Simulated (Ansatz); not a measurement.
# H2O on Mg(0001), hcp start, 2x2 cell: work function, bands and core levels, part 4 of 5

Aim: how the adsorbate changes the work function, the valence spectrum and the core levels in H2O on Mg(0001), hcp start, 2x2 cell.

Ansatz 0.2.0; DFT, PBE, plane-wave PAW, default files, scalar-relativistic.

So far, work function, upper face (eV): step 2 (the clean face) 3.76; step 3 (relaxing the atoms) 3.05.

### 4. Layer-resolved bands, DOS and potential (continued)

The intensity has structure finer than the step of the table below, so its rows give means over 1 eV, whole bins alone (the curve runs from -25.1 to 1.38 eV). Peaks (eV: height): O K -10.8: 55.7, -7.6: 85.4, -5.8: 99.5; O K, E along x -10.8: 162; O K, E along y -7.6: 194, -5.8: 67.1; O K, E along z -5.8: 230; Mg L2,3 -4.0: 78.7, -1.7: 99.0, -0.9: 82.6, -0.2: 47.0.

Shapes are the site's partial DOS without matrix elements, which overweights lines from ligand s bands. Intensity against emission energy less the core level's binding energy, zero at the Fermi level; means over each step; values in % of the unpolarised maximum:

```
emission energy less the core level's binding energy (eV)    O K  O K, E along x  O K, E along y  O K, E along z  Mg L2,3
                                                      -24  0.923           0.264            2.35           0.159   0.0817
                                                      -23   1.31           0.309            3.43           0.193    0.108
                                                      -22  0.791           0.367            1.82           0.181   0.0807
                                                      -21  0.503           0.443           0.883           0.185   0.0695
                                                      -20  0.445           0.545           0.583           0.205   0.0715
                                                      -19  0.470           0.687           0.488           0.235   0.0785
                                                      -18  0.548           0.893           0.474           0.275   0.0888
                                                      -17  0.682            1.21           0.510           0.328    0.103
                                                      -16  0.904            1.73           0.588           0.399    0.121
                                                      -15   1.29            2.66           0.718           0.497    0.144
                                                      -14   2.07            4.64           0.925           0.636    0.177
                                                      -13   4.05            10.0            1.27           0.847    0.222
                                                      -12   12.5            34.4            1.87            1.19    0.289
                                                      -11   44.9             130            3.10            1.80    0.398
                                                      -10   21.4            54.9            6.18            3.14    0.569
                                                       -9   13.2            13.2            18.9            7.56    0.934
                                                       -8   53.8            5.59             119            36.7     2.28
                                                       -7   43.1            3.07            83.1            43.0     7.52
                                                       -6   72.1            1.94            52.9             161     31.2
                                                       -5   31.2            1.37            20.1            72.0     50.3
                                                       -4   8.83            1.05            5.73            19.7     69.1
                                                       -3   4.70           0.867            3.23            10.0     78.0
                                                       -2   3.33           0.809            2.51            6.67     86.3
                                                       -1   2.48           0.837            2.75            3.86     62.9
                                                        0   1.49           0.696            1.91            1.81     22.5
```

The spectra weight each projected shell by its atomic cross section (Dirac–Hartree–Slater) and angular factor, for linear light with the analyser at 10° from the polarisation. Broadening, on top of any smearing of the DOS itself: a Gaussian of 0.45 eV and a Lorentzian of 0.2 eV plus 0.08 times the binding energy (full widths), Fermi edge at 77 K. Each atom is damped by exp[−depth/(λ cos θ)], θ = 0° from the normal, λ from the universal curve. Curves are cut 10 eV under the photon energy, above any shell that the free atom's threshold puts out of reach, or at the lower edge of the window: 11.2 eV at 21.2 eV, 25.1 eV at 100 eV, 25.1 eV at 1253.6 eV, 25.1 eV at 1486.7 eV and 25.1 eV at 8047.8 eV. A star in tables and legends marks shells that hold the states left over by the projection (21.4 % of the filled ones), a stand-in for orbitals that the files don't project on. Dipole terms alone, which is rough above 3 keV; no background, satellites or final-state effects.

How the area divides among the shells (%):

```
 shell  21.2 eV  100 eV  1253.6 eV  1486.7 eV  8047.8 eV
  H 1s     13.0     1.2        0.1        0.1        0.0
  O 2s      0.0    22.0       32.5       31.3       22.0
  O 2p     72.7    62.5        4.3        3.3        0.3
 Mg 3s     13.9    12.1       62.0       64.2       77.5
Mg 3p*      0.5     2.1        1.2        1.0        0.2
```

Regions along c: top from 14.0 to 22.0 Å, middle from 10.5 to 14.0 Å, bottom from 3.5 to 10.5 Å.

States with weight above 0.08 nearest the zero at K of the zone, within the window kept, -7.6 to 3.7 eV (levels that the program groups as degenerate share a row):

```
E (eV)  weight, total  weight, top  weight, middle  weight, bottom
 -0.28           1.00         0.12            0.48            0.39
 -0.25           1.00         0.08            0.39            0.52
 -0.23           1.00         0.10            0.67            0.23
  0.39           0.74         0.26            0.14            0.34
  0.40           0.99         0.07            0.17            0.75
  0.41           0.24         0.10            0.05            0.09
  0.42           0.87         0.57            0.15            0.15
  0.47           0.15         0.06            0.03            0.06
  1.54           0.99         0.35            0.28            0.36
  2.14           0.40         0.19            0.14            0.07
```

States with weight above 0.08 nearest the zero at Γ of the zone, within the window kept, -7.6 to 3.7 eV (levels that the program groups as degenerate share a row):

```
E (eV)  weight, total  weight, top  weight, middle  weight, bottom
 -5.97           0.70         0.35            0.07            0.28
 -5.58           0.61         0.21            0.17            0.24
 -4.46           0.95         0.32            0.29            0.34
 -2.76           0.97         0.27            0.24            0.46
 -1.05           0.90         0.29            0.24            0.37
  0.88           0.91         0.44            0.16            0.31
  2.13           0.79         0.42            0.08            0.24
  2.34           0.09         0.02            0.01            0.04
  3.20           0.93         0.40            0.07            0.23
  3.41           0.92         0.12            0.04            0.17
```

States with weight above 0.08 nearest the zero at M of the zone, within the window kept, -7.6 to 3.7 eV (levels that the program groups as degenerate share a row):

```
E (eV)  weight, total  weight, top  weight, middle  weight, bottom
 -1.11           0.51         0.12            0.10            0.30
 -1.11           0.21         0.05            0.04            0.12
 -1.04           0.50         0.23            0.10            0.18
 -0.99           0.41         0.12            0.10            0.19
  0.20           0.50         0.18            0.15            0.17
  0.21           0.14         0.06            0.04            0.04
  0.27           0.38         0.09            0.12            0.17
  0.36           0.50         0.15            0.17            0.18
  0.37           0.13         0.04            0.04            0.04
  0.46           0.34         0.12            0.12            0.10
```

The largest force component on a free atom is 0.018 eV/Å, so the atoms are at rest for these settings too. At the Fermi level the DOS is 8.86 states/eV a cell.

### 5. Core holes

XPS shifts tell sites apart. Each chosen atom gets a core hole in a self-consistent pass of its own.

input.yaml reads:

```yaml
crystal:
  lattice:
    - [6.38, 0.0, 0.0]
    - [3.19, 5.5252420761, 0.0]
    - [0.0, 0.0, 24.485]
  atoms:
    - { symbol: H, position: [0.5469125444, 0.1515838286, 0.734223312] }
    - { symbol: H, position: [0.3029229631, 0.153466838, 0.7342947563] }
    - { symbol: O_h, position: [0.4767188127, 0.0476592197, 0.7279531025] }
    - { symbol: Mg_h, position: [-0.0002342969, 0.000608271, 0.6261356786] }
    - { symbol: Mg, position: [0.5037032949, -0.0074805101, 0.6381525777] }
    - { symbol: Mg, position: [0.0009037391, 0.4982033375, 0.6252961] }
    - { symbol: Mg_h, position: [0.5009190844, 0.4981180456, 0.6253200256] }
    - { symbol: Mg, position: [0.8335387839, 0.3328854753, 0.5178551347] }
    - { symbol: Mg, position: [0.3349537532, 0.3300943699, 0.5202655416] }
    - { symbol: Mg, position: [0.8312090505, 0.8347020897, 0.5200537746] }
    - { symbol: Mg, position: [0.334027524, 0.8347044837, 0.5200393448] }
    - { symbol: Mg_h, position: [0.0, 0.0, 0.412293241] }
    - { symbol: Mg, position: [0.5, 0.0, 0.412293241] }
    - { symbol: Mg, position: [0.0, 0.5, 0.412293241] }
    - { symbol: Mg, position: [0.5, 0.5, 0.412293241] }
    - { symbol: Mg, position: [0.833333333, 0.333333333, 0.306309986] }
    - { symbol: Mg, position: [0.333333333, 0.333333333, 0.306309986] }
    - { symbol: Mg, position: [0.833333333, 0.833333333, 0.306309986] }
    - { symbol: Mg, position: [0.333333333, 0.833333333, 0.306309986] }
kpoints:
  mp_grid: { grid: [6, 6, 1] }
scf:
  occupations: { method: fermi_dirac, width: 0.05 }
  n_extra_bands: 15
hamiltonian:
  xc: pbe
  pseudopotentials: { kind: paw }
output:
  forces: true
  write_potential: true
  volumetric_format: []
  core_levels:
    shells: { O_h: "1s", Mg_h: "2p" }
    counted_from: fermi_level
    add_spin: false
efield:
  axis: 3
  dipole_correction: true
```

On the command line:

```console
$ ansatz run input.yaml --threads 8 --pin off --max-ram 20480MiB --backend cpu --events-out ev --progress --plain --runs-dir out
```

Numbers of over 12 decimals in the logs are rounded to 6 here.

Log:

```text
[...]
Crystal: 19 atoms, lattice volume = 863.122 Å³
Basis set: ecut = 420 eV, 16905 PW (Γ), exchange–correlation on 90×90×360 points (8 copies of the dense FFT grid, shifted against one another)
Bands: 99, of which v1, the nominal top of the filled ones, is band 84 counted from 1 (83 counted from 0)
Symmetry: 1 space group operations
[...]
k-points: 20 of 36 (time reversal used)
[...]
SCF iter   1: F=—  HF=-31378.006705 eV  |F-HF|=—  |Δ(HF+E_count)|=         —  Δρ=1.56e-3  dr2=3.55e-1  ethr=1.77e-3  p=0.157 e·Å  D=3.28e-2 V/Å  ΔV_dip=-0.80 eV  dr2_dipole=1.94e-1  V_vac-E_F(+/−)=3.06/3.87 eV  ⟨swp⟩=12.8  Hψ=9793  notcnv=0  defer=9
[...]
SCF iter   7: F=-31377.985032 eV  HF=-31377.985032 eV  |F-HF|=1.95e-9  |Δ(HF+E_count)|=   1.71e-7  Δρ=7.64e-7  dr2=5.56e-9  ethr=5.95e-11  p=0.147 e·Å  D=3.09e-2 V/Å  ΔV_dip=-0.76 eV  dr2_dipole=9.34e-10  V_vac-E_F(+/−)=3.05/3.80 eV  ⟨swp⟩=25.9  Hψ=14350  notcnv=0
[...]
SCF 1 converged in 7 iterations: F = -31377.985032 eV  dr2 = 5.56e-9
[...]
── core hole 1/4: 1s of O_h 2 ──
── 1s of O_h 2: 532.954 eV over the cell without the hole, in 11 iterations ──
── core hole 2/4: 2p of Mg_h 3 ──
── 2p of Mg_h 3: 49.870 eV over the cell without the hole, in 8 iterations ──
── core hole 3/4: 2p of Mg_h 6 ──
── 2p of Mg_h 6: 49.867 eV over the cell without the hole, in 8 iterations ──
── core hole 4/4: 2p of Mg_h 11 ──
── 2p of Mg_h 11: 49.732 eV over the cell without the hole, in 8 iterations ──
SCF converged after 7 iterations
Free energy (F): -31377.985032 eV
[...]
Internal energy: -31377.920637 eV  (E = F + TS)
E sigma→0 (E₀):  -31377.952835 eV
Entropy (-TS):   -0.064395 eV (-3.389 meV/atom)
Fermi energy:    0.668514 eV
Dipole field:    D = 0.030832 V/Å  (p = 0.147067 e·Å, saw-weighted, corrected)
Work function:   Φ+ = 3.0486 eV   Φ− = 3.8033 eV
[...]
--- Forces (eV/Å), atoms counted from 1 ---
  atom   1  H        0.01091366     0.00551679     0.00257679
  atom   2  H       -0.00807581     0.00379463     0.00203772
  atom   3  O_h     -0.00298530    -0.01152122    -0.01774650
  atom   4  Mg_h    -0.00052993    -0.01277694     0.00170875
  atom   5  Mg       0.00012306    -0.00576607     0.01309223
  atom   6  Mg      -0.01625566     0.01324334     0.00288201
  atom   7  Mg_h     0.01666566     0.01441719     0.00160270
  atom   8  Mg       0.00007391     0.00474775     0.00121196
  atom   9  Mg      -0.00023101     0.00841715    -0.01103260
  atom  10  Mg       0.00297405    -0.00908958     0.00623091
  atom  11  Mg      -0.00251474    -0.00950745     0.00700788
  atom  12  Mg_h    -0.00019831    -0.01401090     0.06709173
  atom  13  Mg       0.00006918     0.00476074     0.10021281
  atom  14  Mg       0.01818546     0.00393595     0.07447913
  atom  15  Mg      -0.01819670     0.00382703     0.07432247
  atom  16  Mg      -0.00002902    -0.00523473    -0.08806062
  atom  17  Mg       0.00002586    -0.00627884    -0.07876723
  atom  18  Mg      -0.00083544     0.00578174    -0.07941165
  atom  19  Mg       0.00082104     0.00575644    -0.07942734
  max |Σ_I F_I| component: 1.30e-5 eV/Å
--- Band table (eV; the first three rows and the last of 20) ---
  k-point 0: bands = [... 80 lower, -0.4415, -0.3830, -0.3726, -0.3570, -0.3213, 0.8685, 0.8803, 0.9416, ... 11 higher]
  k-point 1: bands = [... 80 lower, -0.2238, -0.2131, 0.0490, 0.0729, 0.4352, 0.7431, 0.8019, 1.3374, ... 11 higher]
  k-point 2: bands = [... 80 lower, -0.1804, -0.0290, 0.1481, 0.7921, 0.8190, 1.6056, 1.6593, 1.7432, ... 11 higher]
  k-point 19: bands = [... 80 lower, -0.3176, -0.2876, 0.7273, 0.8103, 1.2035, 1.2806, 2.3001, 2.3189, ... 11 higher]
--- Core levels from the Fermi level (as output.core_levels.counted_from types it; a hole's nearest image at 6.4 Å) ---
  the holes have no spin, as output.core_levels.add_spin types it
  atom         alike  shell      binding/eV   shift/eV difference/eV images/eV   SCF
  O_h 2            1     1s         532.954     +0.000       532.954         –    11
  Mg_h 3           1     2p          49.870     +0.000        49.870         –     8
  Mg_h 6           1     2p          49.867     -0.003        49.867         –     8
  Mg_h 11          1     2p          49.732     -0.138        49.732         –     8
  the dataset of O_h with a 1s hole: scattering error 0.001 eV (0.001 eV in the local channel); free atom: scalar-relativistic, large and small components
  the dataset of Mg_h with a 2p hole: scattering error 0.005 eV (0.000 eV in the local channel); free atom: scalar-relativistic, large and small components
  the two lines of Mg_h's 2p: 2p1/2 +0.179 eV and 2p3/2 -0.090 eV off its levels, 1 : 2 in strength
```

Wall time 2.6 min (8 threads of Arm Neoverse V1, shared host); peak memory 3.8 GiB.

Levels are total-energy differences with one electron taken from the core. The electron goes to the Fermi level, so the difference is a binding energy from E_F. The hole's nearest image is 6.4 Å away, and the holes carry no spin, so absolute levels are rough.

```
atom     region  shell  level (eV)  shift (eV)   j lines (eV)  doubts
  O3  adsorbate     1s      532.95           -              -       -
 Mg4    layer 1     2p       49.87       +0.14  50.05 / 49.78       -
 Mg7    layer 1     2p       49.87       +0.14  50.05 / 49.78       -
Mg12    layer 3     2p       49.73       +0.00  49.91 / 49.64       -
```

Levels of p, d and f shells are means over their two j lines, weighted by degeneracy; the splitting comes from the atom's own solve. Shifts count from the last listed atom of each element.

The Mg 2p lines of the listed atoms alone (other atoms of the cell aren't counted), as Gaussians 0.3 eV wide, no depth weighting. Table of intensity by Mg 2p level; read off at these points:

```
Mg 2p level (eV)  intensity (%)
           49.10        0.00404
           49.20         0.0847
           49.30          0.978
           49.40           6.37
           49.50           24.4
           49.60           58.1
           49.70           91.2
           49.77          100.0
           49.80           98.8
           49.90           81.4
           50.00           60.3
           50.10           39.5
           50.20           18.1
           50.30           4.95
           50.40          0.756
           50.50         0.0633
           50.60        0.00288
```

[end of part 4 of 5]

[Logs are printed without paths, hosts, clocks, repeated set-up lines and the standing remarks that a program may print on its own settings, such as how far it seeks lower states.]

[Hosts, paths, dates, database ids (printed as entryN), source tags and the programs' standing remarks are cut or masked in the printed files.]

[Maps of the electrostatic potential energy from Ansatz leave out the sawtooth potential of an applied field or a dipole correction, so their vacuum need not be flat; work functions include it.]
